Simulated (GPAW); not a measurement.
**Optical response of BAs**

Aim: the dielectric function of BAs, and the optical constants that follow from it.

Calculated with GPAW 26.7.0; DFT, LDA, plane-wave PAW (GPAW data sets), scalar-relativistic, RPA, optical limit.

Most raw output is cut from this account.

## Step 1: Starting point

Symmetry: F-43m, No. 216, cubic system. Conventional cell: a = 4.777 Å, b = 4.777 Å, c = 4.777 Å, α = 90.00°, β = 90.00°, γ = 90.00°. Nearest to As lie 4 B at 2.07 Å. Nearest to B lie 4 As at 2.07 Å. Farther neighbours are not listed.

Structure file:

```
As B
1.0
     0.00000    2.38850    2.38850
     2.38850    0.00000    2.38850
     2.38850    2.38850    0.00000
As B
1 1
Cartesian
  3.5827 3.5827 3.5827
  0.0000 0.0000 0.0000
```

## Step 2: Ground state

The self-consistent density comes first; it also tells whether there is a gap, which decides the occupations and the need for a Drude term.

This step: DFT, LDA, plane-wave PAW (GPAW data sets), scalar-relativistic, ground state (GPAW 26.7.0).

Input file gs.py:

```python
from ase import Atoms
from ase.dft.bandgap import bandgap
from gpaw import GPAW, PW, FermiDirac

atoms = Atoms(['As', 'B'],
              cell=[[0.000000000000, 2.388500000000, 2.388500000000],
                    [2.388500000000, 0.000000000000, 2.388500000000],
                    [2.388500000000, 2.388500000000, 0.000000000000]],
              scaled_positions=[[0.750000000000, 0.750000000000, 0.750000000000],
                                [0.000000000000, 0.000000000000, 0.000000000000]],
              pbc=[True, True, True])
atoms.calc = GPAW(mode=PW(500), xc='LDA', kpts={'size': (8, 8, 8), 'gamma': True},
                  occupations=FermiDirac(0.05), maxiter=150, txt='gs.txt')
print('energy (eV)', atoms.get_potential_energy())
print('Fermi level (eV)', atoms.calc.get_fermi_level())
print('valence electrons', atoms.calc.get_number_of_electrons())
print('gap (eV)', bandgap(atoms.calc, output=None)[0])
print('direct gap (eV)', bandgap(atoms.calc, direct=True, output=None)[0])
atoms.calc.write('gs.gpw')
```

Run with:

```sh
OMP_NUM_THREADS=1 python gs.py
```

Elapsed: 11 s, on 1 thread of Intel Xeon at 2.50GHz (Skylake/Cascade Lake), shared host; peak memory 0.12 GiB.

Read-outs, printed or worked out from the files:

| Item | Value |
| --- | --- |
| energy | -12.91 eV |
| Fermi energy | 8.250 eV |
| gap on the k-mesh | 1.147 eV |
| direct gap on the mesh | 3.270 eV |
| electrons | 8 |

There is a gap, 1.15 eV on this mesh (points off the mesh can give less), so no carriers' term is needed.

## Step 3: Bands for the response

The response needs many more empty bands than the density does.

This step: DFT, LDA, plane-wave PAW (GPAW data sets), scalar-relativistic, bands at fixed density (GPAW 26.7.0).

Input file nscf.py:

```python
from ase.dft.bandgap import bandgap
from gpaw import GPAW, FermiDirac

calc = GPAW('gs.gpw').fixed_density(kpts={'size': (12, 12, 12), 'gamma': True}, nbands=26, convergence={'bands': 20},
                                    occupations=FermiDirac(0.001), txt='nscf.txt')
print('gap (eV)', bandgap(calc, output=None)[0])
print('direct gap (eV)', bandgap(calc, direct=True, output=None)[0])
print('top band over the Fermi level (eV)', min(calc.get_eigenvalues(kpt=k)[19] for k in range(len(calc.get_ibz_k_points()))) - calc.get_fermi_level())
calc.write('full.gpw', mode='all')
```

Run with:

```sh
OMP_NUM_THREADS=1 python nscf.py
```

Wall time 53 s (1 thread); peak memory 0.16 GiB.

This step gave:

```
gap on the k-mesh : 1.138 eV
```

## Step 4: Dielectric function, RPA

Local fields let the induced charge screen the field inside the cell, which as a rule lowers ε, most along directions where the density is uneven.

This step: DFT, LDA, plane-wave PAW (GPAW data sets), scalar-relativistic, RPA, optical limit (GPAW 26.7.0).

Input file df.py:

```python
from gpaw.response.df import DielectricFunction

df = DielectricFunction('full.gpw', frequencies={'type': 'nonlinear', 'domega0': 0.03, 'omega2': 8},
                        ecut=50,
                        eta=0.15,
                        nbands=20,
                        txt='df.txt')
for direction in ['x']:
    df.get_dielectric_function(xc='RPA', direction=direction, filename=f'df_{direction}.csv')
```

Run with:

```sh
OMP_NUM_THREADS=1 python df.py
```

Run time: 16 s. Hardware: 1 thread; peak memory 0.2 GiB.

Read-outs, printed or worked out from the files:

* electronic dielectric constant ε∞, mean over x, y and z (by symmetry where fewer were run): 9.699
* main peak of Im epsilon, first axis: 5.496 eV

The Im ε, E ∥ x has structure finer than the step of the table below, so its rows give means over 0.5 eV, whole bins alone (the curve runs from 0 to 14.0 eV). Peaks (eV: height): 5.51: 31.9, 6.49: 20.7.

Values under the direct gap are tails of Lorentzian lines. Im ε, E ∥ x against photon energy; means over each step:

| photon energy (eV) | Im ε, E ∥ x |
| --- | --- |
| 0.5 | 0.0464 |
| 1.0 | 0.0994 |
| 1.5 | 0.169 |
| 2.0 | 0.274 |
| 2.5 | 0.473 |
| 3.0 | 1.16 |
| 3.5 | 4.41 |
| 4.0 | 9.24 |
| 4.5 | 13.0 |
| 5.0 | 17.8 |
| 5.5 | 26.6 |
| 6.0 | 14.8 |
| 6.5 | 18.3 |
| 7.0 | 10.7 |
| 7.5 | 7.08 |
| 8.0 | 4.90 |
| 8.5 | 4.04 |
| 9.0 | 4.68 |
| 9.5 | 3.24 |
| 10.0 | 2.32 |
| 10.5 | 1.48 |
| 11.0 | 1.60 |
| 11.5 | 1.79 |
| 12.0 | 1.50 |
| 12.5 | 1.33 |
| 13.0 | 1.04 |
| 13.5 | 1.09 |

Re ε, E ∥ x against photon energy:

```
photon energy (eV)  Re ε, E ∥ x
               0.0         9.70
               0.5         9.77
               1.0         10.0
               1.5         10.4
               2.0         11.2
               2.5         12.3
               3.0         14.5
               3.5         17.7
               4.0         16.7
               4.5         15.5
               5.0         14.9
               5.5         3.32
               6.0        -1.75
               6.5        -3.18
               7.0        -8.83
               7.5        -7.09
               8.0        -5.36
               8.5        -3.25
               9.0        -4.15
               9.5        -3.75
              10.0        -3.58
              10.5        -2.66
              11.0        -1.70
              11.5        -1.80
              12.0        -1.80
              12.5        -1.62
              13.0        -1.22
              13.5        -1.15
```

The Im ε, E ∥ x has structure finer than the step of the table below, so its rows give means over 0.5 eV, whole bins alone (the curve runs from 0 to 14.0 eV). Peaks (eV: height): without local fields 5.47: 34.1, 6.49: 22.9; with local fields 5.51: 31.9, 6.49: 20.7.

Values under the direct gap are tails of Lorentzian lines. The Im ε, E ∥ x by photon energy; means over each step:

| photon energy (eV) | without local fields | with local fields |
| --- | --- | --- |
| 0.5 | 0.0488 | 0.0464 |
| 1.0 | 0.105 | 0.0994 |
| 1.5 | 0.177 | 0.169 |
| 2.0 | 0.288 | 0.274 |
| 2.5 | 0.497 | 0.473 |
| 3.0 | 1.22 | 1.16 |
| 3.5 | 4.63 | 4.41 |
| 4.0 | 9.55 | 9.24 |
| 4.5 | 13.5 | 13.0 |
| 5.0 | 18.9 | 17.8 |
| 5.5 | 28.3 | 26.6 |
| 6.0 | 16.1 | 14.8 |
| 6.5 | 19.9 | 18.3 |
| 7.0 | 10.8 | 10.7 |
| 7.5 | 7.33 | 7.08 |
| 8.0 | 5.09 | 4.90 |
| 8.5 | 4.33 | 4.04 |
| 9.0 | 4.79 | 4.68 |
| 9.5 | 3.22 | 3.24 |
| 10.0 | 2.28 | 2.32 |
| 10.5 | 1.50 | 1.48 |
| 11.0 | 1.70 | 1.60 |
| 11.5 | 1.83 | 1.79 |
| 12.0 | 1.51 | 1.50 |
| 12.5 | 1.34 | 1.33 |
| 13.0 | 1.07 | 1.04 |
| 13.5 | 1.11 | 1.09 |

Table of refractive index n and extinction k by photon energy:

| photon energy (eV) | n | k |
| --- | --- | --- |
| 0.0 | 3.11 | 0 |
| 0.5 | 3.13 | 0.00738 |
| 1.0 | 3.16 | 0.0156 |
| 1.5 | 3.23 | 0.0259 |
| 2.0 | 3.34 | 0.0405 |
| 2.5 | 3.51 | 0.0657 |
| 3.0 | 3.81 | 0.135 |
| 3.5 | 4.24 | 0.493 |
| 4.0 | 4.23 | 1.10 |
| 4.5 | 4.24 | 1.59 |
| 5.0 | 4.30 | 1.89 |
| 5.5 | 4.21 | 3.79 |
| 6.0 | 2.44 | 2.77 |
| 6.5 | 2.98 | 3.47 |
| 7.0 | 1.56 | 3.35 |
| 7.5 | 1.25 | 2.94 |
| 8.0 | 1.03 | 2.53 |
| 8.5 | 0.958 | 2.04 |
| 9.0 | 1.11 | 2.32 |
| 9.5 | 0.801 | 2.10 |
| 10.0 | 0.612 | 1.99 |
| 10.5 | 0.434 | 1.69 |
| 11.0 | 0.570 | 1.42 |
| 11.5 | 0.610 | 1.47 |
| 12.0 | 0.531 | 1.44 |
| 12.5 | 0.512 | 1.37 |
| 13.0 | 0.426 | 1.18 |
| 13.5 | 0.464 | 1.17 |

Values under the direct gap are tails of Lorentzian lines. Table of loss function −Im 1/ε at q → 0, E ∥ x by energy loss; read off at these points:

energy loss (eV), loss function −Im 1/ε at q → 0, E ∥ x and a bar:
```
     0.00      0.000 
     0.50      0.000 
     1.00      0.001 
     1.50      0.002 
     2.00      0.002 
     2.50      0.003 
     3.00      0.005 
     3.50      0.013 #
     4.00      0.025 ##
     4.50      0.032 ##
     5.00      0.033 ##
     5.50      0.031 ##
     6.00      0.073 ####
     6.50      0.047 ###
     7.00      0.056 ###
     7.50      0.070 ####
     8.00      0.093 ######
     8.50      0.151 #########
     8.58      0.159 ##########
     9.00      0.118 #######
     9.50      0.132 ########
    10.00      0.130 ########
    10.50      0.159 ##########
    11.00      0.293 ##################
    11.50      0.278 #################
    12.00      0.274 #################
    12.34      0.330 ####################
    12.50      0.306 ###################
    13.00      0.404 #########################
    13.50      0.435 ###########################
    13.86      0.491 ##############################
```

From ε follow the optical constants at some laser and lamp lines:

| wavelength (nm) | n | k | R (%) | 1/α |
| --- | --- | --- | --- | --- |
| 1064 | 3.18 | 0.019 | 27.2 | 4.5 µm |
| 532 | 3.44 | 0.055 | 30.3 | 767 nm |
| 405 | 3.86 | 0.156 | 34.7 | 207 nm |
| 365 | 4.15 | 0.369 | 37.7 | 79 nm |
| 308 | 4.23 | 1.112 | 40.8 | 22 nm |
| 248 | 4.30 | 1.885 | 45.6 | 10 nm |
| 193 | 3.07 | 3.162 | 53.8 | 4.9 nm |

Below the direct gap, k and the depth come from the tails of the Lorentzian lines, not from transitions.

Rows near the edge hang on the gap, which this functional as a rule makes too small, and phonon-assisted absorption is left out.

## Step 5: What came out

```yaml
electronic_dielectric_constant_eps_infinity_mean_over_x_y_and_z_by_symmetry_where_fewer_were_run_rpa: 9.70
main_peak_of_im_epsilon_first_axis: 5.50 eV
```

At this level (LDA, RPA) BAs has ε∞ = 9.70 and n = 3.15 at 1550 nm, and Im ε peaks at 5.5 eV. On the mesh the gap is 1.14 eV and the least direct gap 3.27 eV, so on this mesh the band edges lie at different points. Local fields change the static value along x from 10.13 to 9.70 (-4 %). Distinct maxima of Im ε, read by a parabola through the highest points, lie at 5.50 eV (32), 6.51 eV (21) and 8.95 eV (5.3). Excitons and phonon-assisted transitions are missing; LDA gaps are as a rule too small, which pulls the onset down and ε∞ up. The sum runs over mesh points, so small or evenly spaced maxima can still be ripples of the mesh.

[Machine, clock and banner lines and Python warnings are left out of the logs.]

[Logs are printed without paths, hosts, clocks, repeated set-up lines and the standing remarks that a program may print on its own settings, such as how far it seeks lower states.]

[Hosts, paths, dates, database ids (printed as entryN), source tags and the programs' standing remarks are cut or masked in the printed files.]
